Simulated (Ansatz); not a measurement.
**ReSe (built on the sites of a database entry of MnS): Grüneisen parameters**

Aim: how the phonons of ReSe (built on the sites of a database entry of MnS) shift with volume, and the thermal expansion that follows.

Method: DFT r2SCAN, scalar-relativistic, plane waves, PAW, in Ansatz 0.2.0.

The structure was built from a prototype and need not be the compound's stable phase.

### Step 1. The starting structure

It takes space group F-43m (No. 216, cubic). Conventional cell: a = 5.511 Å, b = 5.511 Å, c = 5.511 Å, α = 90.00°, β = 90.00°, γ = 90.00°. Nearest to Re lie 4 Se at 2.39 Å. Nearest to Se lie 4 Re at 2.39 Å. Farther neighbours and most contacts between anions are not listed.

### Step 2. Response at finite wavevector

The cell comes from relaxations at this level that are not shown. Stability and thermal properties need the whole zone. Linear response on a 2×2×2 q mesh gives force constants as far as a supercell of that size would.

input.yaml reads:

```yaml
crystal:
  lattice:
    - [0.0, 2.7557491343, 2.7557491343]
    - [2.7557491343, 0.0, 2.7557491343]
    - [2.7557491343, 2.7557491343, 0.0]
  atoms:
    - { symbol: Re, position: [0.0, 0.0, 0.0] }
    - { symbol: Se, position: [0.25, 0.25, 0.25] }
kpoints:
  mp_grid: { grid: [12, 12, 12] }
hamiltonian:
  xc: r2scan
scf:
  occupations: { method: methfessel_paxton, width: 0.15 }
output:
  eigenvalues: true
phonons:
  method: dfpt
  qmesh: [2, 2, 2]
  temperatures: { t_max: 1000, t_step: 50 }
  qpath:
    path:
      - [[0.0, 0.0, 0.0], [-0.5, -0.5, 0.0], [-0.375, -0.375, 0.25]]
      - [[-0.375, 0.0, 0.375], [0.0, 0.0, 0.0], [0.0, 0.0, 0.5], [-0.5, -0.25, 0.25], [-0.5, -0.5, 0.0]]
    npoints: 10
```

On the command line:

```bash
ansatz run input.yaml --threads 4 --pin off --max-ram 7168MiB --backend cpu --events-out ev --progress --plain --runs-dir out
```

Numbers of over 12 decimals in the logs are rounded to 6 here.

What it wrote:

```text
Engine: ansatz 0.2.0, aarch64-unknown-linux-gnu
Pseudopotentials: kind: paw
Pseudopotential: Re, paw, valence charge 15, recommended cutoff 500 eV (meta_gga), Re.paw.azcp
Pseudopotential: Se, paw, valence charge 16, recommended cutoff 500 eV (meta_gga), Se.paw.azcp
Functional definition: r2SCAN
  parameter k0 = 0.174
  parameter k1 = 0.065
  parameter a1 = 4.9479
  exchange = r2scan_x(k0 = k0, k1 = k1, a1 = a1)
  correlation = r2scan_c
Crystal: 2 atoms, lattice volume = 41.855 Å³
Basis set: ecut = 500 eV, 1067 PW (Γ), exchange–correlation on 150×150×150 points (125 copies of the dense FFT grid, shifted against one another)
Bands: 20, of which v1, the nominal top of the filled ones, is band 16 counted from 1 (15 counted from 0)
Symmetry: 24 space group operations
k-points: 280 of 1728 (irreducible under 4 space group operations, time reversal used)
Non-local potential: Re, projectors of the file, l = 0: 3, l = 1: 2, l = 2: 2, l = 3: 1
Non-local potential: Se, projectors of the file, l = 0: 2, l = 1: 2, l = 2: 3, l = 3: 1
PAW form: soft (Blöchl's): semilocal exchange-correlation on the pseudo side does not see the compensation charge
PAW frozen core: Re, regenerated for the run's functional (the file was generated under x = pbe(κ = 0.804, μ = 0.219515), c = pbe(β = 0.066725))
PAW frozen core: Se, regenerated for the run's functional (the file was generated under x = pbe(κ = 0.804, μ = 0.219515), c = pbe(β = 0.066725))
PAW one-centre angular grid: Re, 590 points (default); XC on 160 Gauss nodes
PAW one-centre angular grid: Se, 590 points (default); XC on 160 Gauss nodes
Initial density: superposition of atomic densities (neutral atoms: chi_scale 0, normalization atom), corrected by the library's trained network
Initial wavefunctions: pseudopotential atomic-orbital guess
Functional: x = r2scan, c = r2scan; τ floored in thin density (d = 2e-4 eV/Å³)
SCF iter   1: F=—  HF=-16357.349562 eV  |F-HF|=—  |Δ(HF+E_count)|=         —  Δρ=1.05e-2  dr2=3.33e-2  dr2_τ=8.48e-2  ethr=1.77e-3  ⟨swp⟩=5.0  Hψ=25774  notcnv=0
preconditioner: auto → LDOS  [metal: Δε(μ)=0.056 eV  Ē_g=9.535 eV  σ=0.150 eV  W_gap=0.31  n_scr=14 (ndim 8)  ℏωp=20.7 eV  f_vac=0.018  D(μ)=1.76/eV (n_scr^D=14)  β→1.0]
SCF iter   2: F=—  HF=-16357.382260 eV  |F-HF|=—  |Δ(HF+E_count)|=   3.27e-2  S|Δr|=    0.00e0  Δρ=2.72e-3  dr2=1.46e-3  dr2_τ=1.20e-3  ethr=1.07e-4  ⟨swp⟩=2.0  Hψ=12935  notcnv=0  defer=57
SCF iter   3: F=—  HF=-16357.383631 eV  |F-HF|=—  |Δ(HF+E_count)|=   1.37e-3  S|Δr|=    0.00e0  Δρ=8.84e-4  dr2=4.97e-4  dr2_τ=3.48e-5  ethr=4.70e-6  ⟨swp⟩=2.0  Hψ=9597  notcnv=0  defer=57
SCF iter   4: F=—  HF=-16357.383128 eV  |F-HF|=—  |Δ(HF+E_count)|=   5.03e-4  S|Δr|=    0.00e0  Δρ=4.02e-4  dr2=9.61e-5  dr2_τ=1.86e-5  ethr=1.60e-6  ⟨swp⟩=2.0  Hψ=9597  notcnv=0  defer=57
SCF iter   5: F=—  HF=-16357.383127 eV  |F-HF|=—  |Δ(HF+E_count)|=   6.88e-7  S|Δr|=    0.00e0  Δρ=1.72e-4  dr2=8.90e-6  dr2_τ=5.84e-7  ethr=3.10e-7  ⟨swp⟩=3.0  Hψ=9637  notcnv=0  defer=57
SCF iter   6: F=—  HF=-16357.383136 eV  |F-HF|=—  |Δ(HF+E_count)|=   8.80e-6  S|Δr|=    0.00e0  Δρ=2.43e-5  dr2=1.01e-7  dr2_τ=1.02e-7  ethr=2.87e-8  ⟨swp⟩=2.0  Hψ=7158  notcnv=0  defer=57
SCF iter   7: F=—  HF=-16357.383137 eV  |F-HF|=—  |Δ(HF+E_count)|=   4.50e-7  S|Δr|=    0.00e0  Δρ=5.21e-6  dr2=1.13e-8  dr2_τ=1.80e-9  ethr=3.27e-10  ⟨swp⟩=2.0  Hψ=9918  notcnv=0  defer=57
SCF iter   8: F=—  HF=-16357.383137 eV  |F-HF|=—  |Δ(HF+E_count)|=   1.35e-8  S|Δr|=    0.00e0  Δρ=1.34e-6  dr2=5.25e-10  dr2_τ=4.87e-11  ethr=3.65e-11  ⟨swp⟩=2.0  Hψ=7177  notcnv=0  defer=57
SCF iter   9: F=—  HF=-16357.383137 eV  |F-HF|=—  |Δ(HF+E_count)|=   1.48e-9  S|Δr|=    0.00e0  Δρ=1.91e-7  dr2=1.05e-11  dr2_τ=6.38e-13  ethr=1.69e-12  ⟨swp⟩=2.1  Hψ=7580  notcnv=0  defer=57
SCF iter  10: F=-16357.383137 eV  HF=-16357.383137 eV  |F-HF|=5.46e-12  |Δ(HF+E_count)|=  3.09e-11  S|Δr|=    0.00e0  Δρ=1.50e-8  dr2=7.60e-14  dr2_τ=5.94e-15  ethr=1.00e-12  ⟨swp⟩=7.0  Hψ=23246  notcnv=0
SCF 1 converged in 10 iterations: F = -16357.383137 eV  dr2 = 7.60e-14
  greatest PAW one-centre occupation: 1.000 electrons in one spin orbital (limit 2), on the Se atom at site 1 (counted from 0), in its partial waves of l = 2
phonons: the bands overlap, so this run is a metal and interpolates without the dipole-dipole term. If the crystal is really an insulator or semiconductor, its LO-TO splitting is missing
DFPT response loops at Γ: preconditioner auto → Kerker (q_TF=auto, 2.595 Å⁻¹) (partly filled bands, converged f_vac=0.018); β = 1.00, the filter's whole step (`scf.mixing.beta` (0.50) is not read by the response loops under this deck's `scf.mixing.preconditioner`; to damp them name `kerker` or `kerker_dos`, under which they read `scf.mixing.beta`, and type it under 1.00, their step now; both keys bind the ground state too); Broyden in place of MSR1
NSCF: frozen V_eff on 72 k-points
NSCF: frozen V_eff on 952 k-points
DFPT response loops at q = (0, 0, -0.5) (fractional): mixed as the last ones told, above
NSCF: frozen V_eff on 560 k-points
DFPT response loops at q = (0, -0.5, -0.5) (fractional): mixed as the last ones told, above
SCF converged after 10 iterations
Stability not checked: this state was not tested for a lower state beside it, because cold or Methfessel-Paxton smearing, or corrected tetrahedra, fill the levels in a way that the test cannot read (fill_not_monotonic; see scf.lower_state_search)
Free energy (F): -16357.383137 eV
Harris-Foulkes:  -16357.383137 eV  (|F-HF|=5.46e-12)
Internal energy: -16357.384786 eV  (E = F + TS)
E sigma→0 (E₀):  -16357.383549 eV
Entropy (-TS):   0.001650 eV (0.825 meV/atom)
Fermi energy:    13.310640 eV
--- Per-component energies (eV) ---
  E_band       = -572.771862
  E_kinetic    = 661.543397
  E_local      = -3652.277538  (includes V_loc(G=0)·N_el)
  E_nonlocal   = -538.120174
  E_hartree    = 1658.604282
  E_xc         = -482.955226
  E_vxc        = -443.578754  (∫ρ·V_xc dr)
  E_paw        = -10618.231090  (= ΣΔE_a)
  E_vpaw       = 59.590451  (= ΣTr[D̂ρ^β])
  E_aug_tail   = -0.000240  (compensation charges beyond the density's cutoff)
  E_vtau       = 22.862438  (kinetic-family band-sum trace: ∫τ·v_τ [+ j·A + Jᵃ·Aᵃ] dr)
  E_ewald      = -3383.712557
  E_core_change = -2.235641  (= ΣΔE_core)
  E_smearing   = 0.001650  (= −TS)
  E_closure    = 0.000000  (closes the sum)
  Σ components = -16357.383137   (vs F -16357.383137, Δ=0.00e0)
--- Band table (eV; the first three rows and the last of 280) ---
  k-point 0: bands = [... 12 lower, 7.6715, 12.3126, 12.3126, 14.8067, 18.4414, 18.4414, 18.4414, 21.4085]
  k-point 1: bands = [... 12 lower, 7.7061, 12.2848, 12.2848, 15.0752, 18.0387, 18.3803, 18.3803, 21.0603]
  k-point 2: bands = [... 12 lower, 7.7969, 12.2403, 12.2403, 15.6870, 17.0563, 18.1054, 18.1054, 20.5328]
  k-point 279: bands = [... 12 lower, 8.9409, 11.3727, 12.2840, 13.1020, 14.4825, 15.6543, 21.3940, 21.5645]
--- Phonons (Γ-DFPT): 2 representative perturbations + reference, on 280 of 1728 k-points (Σ response iterations 14) ---
  k mesh reduced under 4 symmetry operations, with k and −k counted as one. Each operation leaves every solved perturbation unchanged. A smaller set is not considered because the functional reads the kinetic-energy density
  ASR residual: 4.363e-5 → 0.000e0 eV/Å²; symmetrization residual: 4.628e-6 eV/Å²
  ASR residual per site (eV/Å²): 2.91e-5 4.36e-5
  Γ frequencies (cm⁻¹): 0.00 0.00 0.00 288.15 288.15 288.15
--- Phonons (arbitrary-q DFPT): 3 irreducible q on the 2×2×2 mesh ---
  q = [0.0000, 0.0000, 0.0000] (star 1, of the zone-centre solve; hermiticity 5.47e-7, symmetrization 1.45e-13): 0.00 0.00 0.00 288.15 288.15 288.15
  q = [0.0000, 0.0000, -0.5000] (star 4, 2 solved perturbations on 476 of 1728 k-point pairs; hermiticity 1.08e-6, symmetrization 1.41e-12): 20.73 20.73 134.50 257.75 275.48 275.48
  q = [0.0000, -0.5000, -0.5000] (star 3, 4 solved perturbations in 886 linear systems a pass and spin channel, the states on 280 of 1728 k-point pairs; hermiticity 4.25e-7, symmetrization 9.23e-13): 38.12 38.12 153.71 256.89 262.70 262.70
  sum rule: each row above includes the acoustic sum rule's correction from the zone centre's row sums; it moved no ω² by more than (0.39 cm⁻¹)²
  mesh force constants: q→R imaginary residual 2.01e-17; ASR residual 4.363e-5 → 0.000e0 eV/Å²; symmetrization residual 1.066e-14 eV/Å²
  interpolated dispersion: 62 rows × 6 modes
  density of states and harmonic sums: on the 20×20×20 q-mesh, interpolated from the force constants of a 2×2×2 supercell (no non-analytic term)
  largest difference from the sums on the solved wave vectors: F 7.31e-2 eV, S 1.05e-4 and C_V 3.23e-5 eV/K
  zero-point energy: 0.062088 eV/cell   skipped modes (ω ≤ 0): 3   left out of the sums: 6.25e-5 of the cell's modes: C_V's classical limit lies that fraction below 3 k_B per atom; for a crystal, a wire or a layer, F and S can be off by more, and a phonons.interpolated_qmesh denser along its periods is the remedy for the sampling
```

Elapsed: 4.9 min, on 4 threads of Arm Neoverse V2, shared host; peak memory 2 GiB.

This step gave:

```
volume per atom                                            : 20.93 Å³
gap on the k-mesh                                          : 0 eV
sum-rule residual before enforcement                       : 4.36e-5 eV/Å²
lowest frequency on the path                               : 0 cm⁻¹
point group                                                : -43m
highest frequency on the path or at a solved wavevector    : 288.1 cm⁻¹
mean frequency                                             : 166.9 cm⁻¹
Debye temperature (second moment)                          : 369 K
logarithmic mean frequency                                 : 115.3 cm⁻¹
highest optical mode at the zone centre (no LO-TO term)    : 288.1 cm⁻¹
lowest optical zone-centre mode                            : 288.1 cm⁻¹
lowest mode on the q mesh (acoustic modes at Γ apart)      : 20.73 cm⁻¹
zero-point energy per atom                                 : 31.04 meV
heat capacity at 300 K                                     : 23.20 J/(mol atoms K)
vibrational entropy at 300 K                               : 40.63 J/(mol atoms K)
edges of the widest gap between branches, on path and mesh : 153.7, 238 cm⁻¹
```

Frequencies (cm⁻¹) solved at each irreducible wavevector; negative means imaginary. Frequencies by wavevector, by row:

```csv
q in reciprocal lattice units,star,mode 1,mode 2,mode 3,mode 4,mode 5,mode 6
0 0 0,1,0,0,0,288.1,288.1,288.1
0 0 -0.5,4,20.7,20.7,134.5,257.8,275.5,275.5
0 -0.5 -0.5,3,38.1,38.1,153.7,256.9,262.7,262.7
```

Symmetry leaves 3 wavevectors to solve. The lowest mode among them, the acoustic zeros apart, lies at q = (0, 0, -0.5) and is real, 20.7 cm⁻¹.

### Step 3. Relaxing at another volume, volume ratio 0.97

The volume is scaled by 0.97 and held; symmetry leaves nothing to relax, so this is a single point. The modes can then be followed against volume.

input.yaml, the sections that differ from step 2:

```yaml
crystal:
  lattice:
    - [0.0, 2.7279113812, 2.7279113812]
    - [2.7279113812, 0.0, 2.7279113812]
    - [2.7279113812, 2.7279113812, 0.0]
  atoms:
    - { symbol: Re, position: [0.0, 0.0, 0.0] }
    - { symbol: Se, position: [0.25, 0.25, 0.25] }
output:
  forces: true
  stress: true
  eigenvalues: true
# kpoints, hamiltonian, scf: as in step 2
# phonons: removed
```

What it wrote:

```text
[...]
Crystal: 2 atoms, lattice volume = 40.600 Å³
Basis set: ecut = 500 eV, 965 PW (Γ), exchange–correlation on 120×120×120 points (64 copies of the dense FFT grid, shifted against one another)
Bands: 20, of which v1, the nominal top of the filled ones, is band 16 counted from 1 (15 counted from 0)
Symmetry: 24 space group operations
[...]
--- Band table (eV; the first three rows and the last of 72) ---
  k-point 0: bands = [... 12 lower, 8.0742, 12.8130, 12.8130, 15.4710, 19.1684, 19.1684, 19.1684, 22.1489]
  k-point 1: bands = [... 12 lower, 8.1107, 12.7829, 12.7829, 15.7466, 18.7558, 19.1174, 19.1174, 21.7711]
  k-point 2: bands = [... 12 lower, 8.2067, 12.7345, 12.7345, 16.3703, 17.7493, 18.8514, 18.8514, 21.1931]
  k-point 71: bands = [... 12 lower, 9.4338, 11.7969, 12.7902, 13.6522, 15.0748, 16.3111, 22.1130, 22.4046]
[key lines of the parts left out:]
SCF converged after 6 iterations
Free energy (F): -16357.364425 eV
Fermi energy:    13.859536 eV
P = ⅓ Tr σ = 4.9064 GPa (49.064 kbar)
```

Wall time 3 s (4 threads); peak memory 0.52 GiB; 11 s of CPU time.

Numbers from this step:

```yaml
pressure: 4.906 GPa
volume_per_atom: 20.30 Å³
```

The run ends at a pressure of 4.91 GPa.

### Step 4. Phonons at the other volume, volume ratio 0.97

The phonons are repeated at this volume on the same k and q meshes.

input.yaml, the sections that differ from step 3:

```yaml
output:
  eigenvalues: true
phonons:
  method: dfpt
  qmesh: [2, 2, 2]
  temperatures: { t_max: 1000, t_step: 50 }
  qpath:
    path:
      - [[0.0, 0.0, 0.0], [-0.5, -0.5, 0.0], [-0.375, -0.375, 0.25]]
      - [[-0.375, 0.0, 0.375], [0.0, 0.0, 0.0], [0.0, 0.0, 0.5], [-0.5, -0.25, 0.25], [-0.5, -0.5, 0.0]]
    npoints: 10
# crystal, kpoints, hamiltonian, scf: as in step 3
```

What it wrote:

```text
[...]
Crystal: 2 atoms, lattice volume = 40.600 Å³
Basis set: ecut = 500 eV, 965 PW (Γ), exchange–correlation on 150×150×150 points (125 copies of the dense FFT grid, shifted against one another)
Bands: 20, of which v1, the nominal top of the filled ones, is band 16 counted from 1 (15 counted from 0)
Symmetry: 24 space group operations
k-points: 280 of 1728 (irreducible under 4 space group operations, time reversal used)
[...]
SCF iter   1: F=—  HF=-16357.329070 eV  |F-HF|=—  |Δ(HF+E_count)|=         —  Δρ=9.92e-3  dr2=3.19e-2  dr2_τ=9.01e-2  ethr=1.77e-3  ⟨swp⟩=5.1  Hψ=25741  notcnv=0
[...]
SCF iter   9: F=-16357.364426 eV  HF=-16357.364426 eV  |F-HF|=1.27e-11  |Δ(HF+E_count)|=   1.29e-9  S|Δr|=    0.00e0  Δρ=1.82e-7  dr2=9.24e-12  dr2_τ=6.33e-13  ethr=1.00e-12  ⟨swp⟩=5.8  Hψ=29182  notcnv=0
SCF 1 converged in 9 iterations: F = -16357.364426 eV  dr2 = 9.24e-12
[...]
NSCF: frozen V_eff on 72 k-points
[...]
SCF converged after 9 iterations
[...]
Free energy (F): -16357.364426 eV
[...]
Internal energy: -16357.365993 eV  (E = F + TS)
E sigma→0 (E₀):  -16357.364818 eV
Entropy (-TS):   0.001568 eV (0.784 meV/atom)
Fermi energy:    13.859609 eV
[...]
--- Band table (eV; the first three rows and the last of 280) ---
  k-point 0: bands = [... 12 lower, 8.0742, 12.8131, 12.8131, 15.4710, 19.1685, 19.1685, 19.1685, 22.1489]
  k-point 1: bands = [... 12 lower, 8.1107, 12.7830, 12.7830, 15.7466, 18.7559, 19.1175, 19.1175, 21.7711]
  k-point 2: bands = [... 12 lower, 8.2068, 12.7345, 12.7345, 16.3703, 17.7493, 18.8515, 18.8515, 21.1931]
  k-point 279: bands = [... 12 lower, 9.4339, 11.7969, 12.7902, 13.6523, 15.0749, 16.3112, 22.1131, 22.4047]
[...]
ASR residual: 7.310e-5 → 0.000e0 eV/Å²; symmetrization residual: 1.043e-7 eV/Å²
  ASR residual per site (eV/Å²): 7.31e-5 3.34e-7
  Γ frequencies (cm⁻¹): 0.00 0.00 0.00 302.56 302.56 302.56
--- Phonons (arbitrary-q DFPT): 3 irreducible q on the 2×2×2 mesh ---
[...]
interpolated dispersion: 62 rows × 6 modes
[...]
zero-point energy: 0.063045 eV/cell   skipped modes (ω ≤ 0): 199, of them read as no rigid motion or as one in doubt: 196 (7.728e-1 modes/cell left out, lowest -12.98 cm⁻¹)   left out of the sums: 1.29e-1 of the cell's modes: C_V's classical limit lies that fraction below 3 k_B per atom; for a crystal, a wire or a layer, F and S can be off by more, and a phonons.interpolated_qmesh denser along its periods is the remedy for the sampling
```

The job ended after 4.7 min (4 threads; peak memory 2 GiB).

This step gave:

```
sum-rule residual before enforcement                    : 7.31e-5 eV/Å²
lowest frequency on the path                            : -12.98 cm⁻¹
highest frequency on the path or at a solved wavevector : 302.6 cm⁻¹
highest optical mode at the zone centre (no LO-TO term) : 302.6 cm⁻¹
lowest optical zone-centre mode                         : 302.6 cm⁻¹
lowest mode on the q mesh (acoustic modes at Γ apart)   : -12.98 cm⁻¹
```

Frequencies (cm⁻¹) solved at each irreducible wavevector; negative means imaginary. Frequencies by wavevector, by row:

| q in reciprocal lattice units | star | mode 1 | mode 2 | mode 3 | mode 4 | mode 5 | mode 6 |
| --- | --- | --- | --- | --- | --- | --- | --- |
| 0 0 0 | 1 | 0 | 0 | 0 | 302.6 | 302.6 | 302.6 |
| 0 0 -0.5 | 4 | -13 | -13 | 137.7 | 271.7 | 290.6 | 290.6 |
| 0 -0.5 -0.5 | 3 | 16.3 | 16.3 | 161.5 | 269.1 | 279.3 | 279.3 |

The highest optical mode at the zone centre (no LO-TO term) is 302.6 cm⁻¹, +14.4 cm⁻¹ against the base run.

### Step 5. Relaxing at another volume, volume ratio 1.03

The volume is scaled by 1.03 and held; symmetry leaves nothing to relax, so this is a single point. The modes can then be followed against volume.

input.yaml, the sections that differ from step 4:

```yaml
crystal:
  lattice:
    - [0.0, 2.7830355538, 2.7830355538]
    - [2.7830355538, 0.0, 2.7830355538]
    - [2.7830355538, 2.7830355538, 0.0]
  atoms:
    - { symbol: Re, position: [0.0, 0.0, 0.0] }
    - { symbol: Se, position: [0.25, 0.25, 0.25] }
output:
  forces: true
  stress: true
  eigenvalues: true
# kpoints, hamiltonian, scf: as in step 4
# phonons: removed
```

What it wrote:

```text
[...]
Crystal: 2 atoms, lattice volume = 43.111 Å³
Basis set: ecut = 500 eV, 1067 PW (Γ), exchange–correlation on 120×120×120 points (64 copies of the dense FFT grid, shifted against one another)
Bands: 20, of which v1, the nominal top of the filled ones, is band 16 counted from 1 (15 counted from 0)
Symmetry: 24 space group operations
[...]
--- Band table (eV; the first three rows and the last of 72) ---
  k-point 0: bands = [... 12 lower, 7.2925, 11.8389, 11.8389, 14.1772, 17.7482, 17.7482, 17.7482, 20.7191]
  k-point 1: bands = [... 12 lower, 7.3251, 11.8131, 11.8131, 14.4389, 17.3574, 17.6795, 17.6795, 20.3947]
  k-point 2: bands = [... 12 lower, 7.4112, 11.7722, 11.7722, 15.0380, 16.4035, 17.4002, 17.4002, 19.9085]
  k-point 71: bands = [... 12 lower, 8.4794, 10.9713, 11.8066, 12.5825, 13.9225, 15.0354, 20.7136, 20.7697]
[key lines of the parts left out:]
SCF converged after 7 iterations
Free energy (F): -16357.366568 eV
Fermi energy:    12.793225 eV
P = ⅓ Tr σ = -4.1170 GPa (-41.170 kbar)
```

Wall time 3.5 s (4 threads); peak memory 0.53 GiB; 13 s of CPU time.

This step gave:

| Property | Result |
| --- | --- |
| pressure | -4.117 GPa |
| volume per atom | 21.56 Å³ |

The run ends at a pressure of -4.12 GPa.

(Part 1 of 2 ends here.)

[Logs are printed without paths, hosts, clocks, repeated set-up lines and the standing remarks that a program may print on its own settings, such as how far it seeks lower states.]

[Hosts, paths, dates, database ids (printed as entryN), source tags and the programs' standing remarks are cut or masked in the printed files.]
